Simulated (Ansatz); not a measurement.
# TaAgS3 (model cell, started as cubic perovskite with Ta in the octahedra): following an unstable mode, part 3 of 3

Wanted: the energy along a soft mode of TaAgS3 (model cell, started as cubic perovskite with Ta in the octahedra) and the structure at the end.

Ansatz 0.2.0; DFT PBE, scalar-relativistic, plane waves, PAW; PAW set soft_1.

So far. Step 5 (Energy along the mode, all amplitudes (two of the runs …): The lowest of the steps tried is the last one, at 0.6 Å, 141 meV/atom below the parent; the bottom of the well need not coincide with a step. Step 7 (The new phase in its own primitive cell): The largest force component left is 0.12 meV/Å and the pressure is -0.001 GPa, within the tolerances set. The cell now holds 20.45 Å³/atom. The relaxed cell has a = 6.591, c = 4.706 Å (conventional setting).

The structure was built from a prototype and need not be the compound's stable phase.

**8. Modes of the new phase, k-mesh 6×6×8**

A relaxed structure may still be a saddle point, so its zone-centre modes are computed. No field response is asked, since the mesh shows no gap.

The input, input.yaml:

```yaml
crystal:
  lattice:
    - [6.5910688876, 0.0, 0.0]
    - [0.0, 6.5910688876, 0.0]
    - [0.0, 0.0, 4.7064650758]
  atoms:
    - { symbol: Ag, position: [0.0, 0.5, 0.0] }
    - { symbol: Ag, position: [0.5, 0.0, 0.0] }
    - { symbol: Ta, position: [0.0, 0.0, 0.5] }
    - { symbol: Ta, position: [0.5, 0.5, 0.5] }
    - { symbol: S, position: [0.1615673668, 0.6615673668, 0.5] }
    - { symbol: S, position: [0.8384326332, 0.3384326332, 0.5] }
    - { symbol: S, position: [0.6615673668, 0.8384326332, 0.5] }
    - { symbol: S, position: [0.3384326332, 0.1615673668, 0.5] }
    - { symbol: S, position: [0.0, 0.0, 0.0] }
    - { symbol: S, position: [0.5, 0.5, 0.0] }
kpoints:
  mp_grid: { grid: [6, 6, 8] }
hamiltonian:
  xc: pbe
  pseudopotentials: { kind: paw, azcp: { folder: soft_1 } }
scf:
  occupations: { method: methfessel_paxton, width: 0.2 }
output:
  eigenvalues: true
phonons:
  method: dfpt
```

Command:

```console
$ ansatz run input.yaml --threads 4 --pin off --max-ram 16384MiB --backend cpu --events-out ev --progress --plain --runs-dir out
```

Numbers of over 12 decimals in the logs are rounded to 6 here.

The program printed:

```text
zone centre: on kpoints.mp_grid the ground state, and the responses unless they are solved on pairs of k-points, stand on 100 of the mesh's 288 k-points, reduced under 2 symmetry operations, with k and −k counted as one. Each operation leaves every solved displacement unchanged or reverses it
[...]
Crystal: 10 atoms, lattice volume = 204.459 Å³
Basis set: ecut = 420 eV, 3991 PW (Γ), exchange–correlation on 96×96×64 points (8 copies of the dense FFT grid, shifted against one another)
Bands: 60, of which v1, the nominal top of the filled ones, is band 50 counted from 1 (49 counted from 0)
Symmetry: 16 space group operations
k-points: 100 of 288 (irreducible under 2 space group operations, time reversal used)
[...]
SCF iter   1: F=—  HF=-40465.301983 eV  |F-HF|=—  |Δ(HF+E_count)|=         —  Δρ=3.16e-2  dr2=3.29e0  ethr=3.10e-3  ⟨swp⟩=6.5  Hψ=23587  notcnv=0
[...]
SCF iter  13: F=-40464.590267 eV  HF=-40464.590267 eV  |F-HF|=0.00e0  |Δ(HF+E_count)|=  2.18e-11  S|Δr|=    0.00e0  Δρ=2.34e-8  dr2=1.09e-12  ethr=1.00e-12  ⟨swp⟩=13.7  Hψ=32825  notcnv=0
SCF 1 converged in 13 iterations: F = -40464.590267 eV  dr2 = 1.09e-12
[...]
DFPT response loops at Γ: preconditioner auto → Kerker (q_TF=auto, 2.422 Å⁻¹) (partly filled bands, converged f_vac=0.006); β = 1.00, the filter's whole step (`scf.mixing.beta` (0.50) is not read by the response loops under this deck's `scf.mixing.preconditioner`; to damp them name `kerker` or `kerker_dos`, under which they read `scf.mixing.beta`, and type it under 1.00, their step now; both keys bind the ground state too); Broyden in place of MSR1
SCF converged after 13 iterations
[...]
Free energy (F): -40464.590267 eV
[...]
Internal energy: -40464.600726 eV  (E = F + TS)
E sigma→0 (E₀):  -40464.592882 eV
Entropy (-TS):   0.010458 eV (1.046 meV/atom)
Fermi energy:    9.166911 eV
[...]
--- Band table (eV; the first three rows and the last of 100) ---
  k-point 0: bands = [... 46 lower, 8.0282, 8.0438, 8.9289, 8.9289, 8.9517, 8.9517, 9.4192, 10.0522, ... 6 higher]
  k-point 1: bands = [... 46 lower, 8.1050, 8.1050, 9.0518, 9.0518, 9.4210, 9.5859, 9.5859, 10.0529, ... 6 higher]
  k-point 2: bands = [... 46 lower, 8.5255, 8.5255, 9.3635, 9.3635, 9.4253, 10.0419, 10.6088, 10.6088, ... 6 higher]
  k-point 99: bands = [... 46 lower, 7.5534, 7.5534, 8.9500, 8.9500, 10.7113, 10.7113, 11.3796, 11.3796, ... 6 higher]
--- Phonons (Γ-DFPT): 8 representative perturbations + reference, on 100 of 288 k-points (Σ response iterations 26) ---
  k mesh reduced under 2 symmetry operations, with k and −k counted as one. Each operation leaves every solved displacement unchanged or reverses it
  ASR residual: 2.452e-5 → 0.000e0 eV/Å²; symmetrization residual: 1.071e-5 eV/Å²
  ASR residual per site (eV/Å²): 1.26e-5 1.26e-5 2.06e-5 2.06e-5 2.45e-5 2.45e-5 2.45e-5 2.45e-5 2.25e-5 2.25e-5
  Γ frequencies (cm⁻¹): -65.04 -65.04 0.00 0.00 0.00 24.83 27.14 41.10 41.10 47.88 53.80 53.80 83.06 108.98 108.98 119.13 119.13 140.73 156.21 156.21 161.92 161.92 222.60 243.09 271.29 271.29 328.07 365.53 369.15 404.69
  non-analytic LO–TO correction: not included (Born effective charges unavailable; polar crystals: no LO–TO splitting at Γ)
```

It took 6.5 min on 4 threads of Arm Neoverse V1, shared host; peak memory 3.5 GiB.

This step gave:

| Property | Result |
| --- | --- |
| sum-rule residual before enforcement | 2.45e-5 eV/Å² |
| point group | 4/mmm |
| highest optical mode at the zone centre (no LO-TO term) | 404.7 cm⁻¹ |
| lowest optical zone-centre mode | -65.04 cm⁻¹ |

Patterns of degenerate modes are one choice out of their space. Modes at Γ, with each element's share of the kinetic energy (negative means imaginary):

| mode | frequency (cm⁻¹) | symmetry | Ag % | Ta % | S % |
| --- | --- | --- | --- | --- | --- |
| 1 | -65.0 | Eu | 4 | 18 | 78 |
| 2 | -65.0 | Eu | 4 | 18 | 78 |
| 3 | 0.0 | acoustic | 28 | 47 | 25 |
| 4 | 0.0 | acoustic | 28 | 47 | 25 |
| 5 | 0.0 | acoustic | 28 | 47 | 25 |
| 6 | 24.8 | A1u | 0 | 95 | 5 |
| 7 | 27.1 | A2u | 28 | 49 | 23 |
| 8 | 41.1 | Eu | 85 | 13 | 2 |
| 9 | 41.1 | Eu | 85 | 13 | 2 |
| 10 | 47.9 | B1u | 93 | 0 | 7 |
| 11 | 53.8 | Eu | 72 | 19 | 9 |
| 12 | 53.8 | Eu | 72 | 19 | 9 |
| 13 | 83.1 | A2u | 44 | 0 | 56 |
| 14 | 109.0 | Eu | 9 | 40 | 51 |
| 15 | 109.0 | Eu | 9 | 40 | 51 |
| 16 | 119.1 | Eg | 0 | 0 | 100 |
| 17 | 119.1 | Eg | 0 | 0 | 100 |
| 18 | 140.7 | B1u | 7 | 0 | 93 |
| 19 | 156.2 | Eu | 0 | 2 | 98 |
| 20 | 156.2 | Eu | 0 | 2 | 98 |
| 21 | 161.9 | Eu | 1 | 61 | 39 |
| 22 | 161.9 | Eu | 1 | 61 | 39 |
| 23 | 222.6 | A1g | 0 | 0 | 100 |
| 24 | 243.1 | B2g | 0 | 0 | 100 |
| 25 | 271.3 | Eu | 0 | 1 | 99 |
| 26 | 271.3 | Eu | 0 | 1 | 99 |
| 27 | 328.1 | B1g | 0 | 0 | 100 |
| 28 | 365.5 | A1u | 0 | 5 | 95 |
| 29 | 369.1 | A2u | 0 | 4 | 96 |
| 30 | 404.7 | A2g | 0 | 0 | 100 |

Displacements in mode 1 (-65.0 cm⁻¹), the largest set to 1:
```
Ag1  0.14 -0.07  0.00
Ag2 -0.12  0.00  0.00
Ta3 -0.02 -0.23  0.00
Ta4  0.14 -0.19  0.00
S5  -0.31  0.28  0.00
S6  -0.31  0.28  0.00
S7   0.19  0.14  0.00
S8   0.19  0.14  0.00
S9   0.21  1.00  0.00
S10 -0.70  0.74  0.00
```

Displacements in mode 8 (41.1 cm⁻¹), the largest set to 1:
```
Ag1 -0.14 -0.22  0.00
Ag2  0.99  1.00  0.00
Ta3 -0.22 -0.20  0.00
Ta4 -0.22 -0.21  0.00
S5  -0.14 -0.14  0.00
S6  -0.14 -0.14  0.00
S7  -0.07 -0.06  0.00
S8  -0.07 -0.06  0.00
S9   0.12 -0.05  0.00
S10 -0.04  0.13  0.00
```

Before it was imposed, the acoustic sum rule was missed by 2.5e-5 eV/Å². Small misses are needed for a sound result but don't prove that mesh and cutoff are converged. The lowest optical mode is imaginary, 65.0i cm⁻¹, so the energy falls along it.

**9. What came out**

```
unstable mode of the parent                                                      : q = (0, -0.5, -0.5), 181i cm⁻¹
depth at the lowest point sampled                                                : 141 meV/atom
largest atomic shift at that point                                               : 0.6 Å
space group reached (within 0.01 Å)                                              : P4/mbm
energy gained over the parent (first relaxation, on the mesh of the frozen mode) : 204 meV/atom
volume per atom, phase reached                                                   : 20.4 Å³
lowest optical zone-centre mode, phase reached                                   : -65.0 cm⁻¹
highest optical mode at the zone centre (no LO-TO term), phase reached           : 405 cm⁻¹
```

In words: Along this mode the structure falls into P4/mbm, 204 meV/atom below the parent. At the parent's cell the well is 141.2 meV/atom deep on the steps tried, with its lowest point at a shift of 0.6 Å. That is the last step tried, so the steps alone don't bracket the bottom of the well. Relaxing atoms and cell changes the gain by +62.30 meV/atom against the lowest step (energies at zero smearing). The new phase still has an imaginary mode at the zone centre of its cell, so it is a saddle point on the way to a lower structure. Of the 4 patterns followed to their end from this parent, this one ends 78.9 meV/atom above the lowest, Imma. Each path keeps the symmetry of its pattern, so a lower phase may lie along a pattern not tried. With no gap, or one that is small against the smearing, the frequencies hang on the k mesh and the smearing, most of all near Kohn anomalies. A semilocal functional can close a gap that the real compound would have, so the metallic treatment may be an artefact of the level. Spin-orbit coupling is left out, which can matter for the heavy elements here. A phonon run warned that its eigensolver left some bands unconverged in a pass. The starting cell was built on a prototype and not taken from a measurement, so the phase need not exist.

[Logs are printed without paths, hosts, clocks, repeated set-up lines and the standing remarks that a program may print on its own settings, such as how far it seeks lower states.]

[Hosts, paths, dates, database ids (printed as entryN), source tags and the programs' standing remarks are cut or masked in the printed files.]
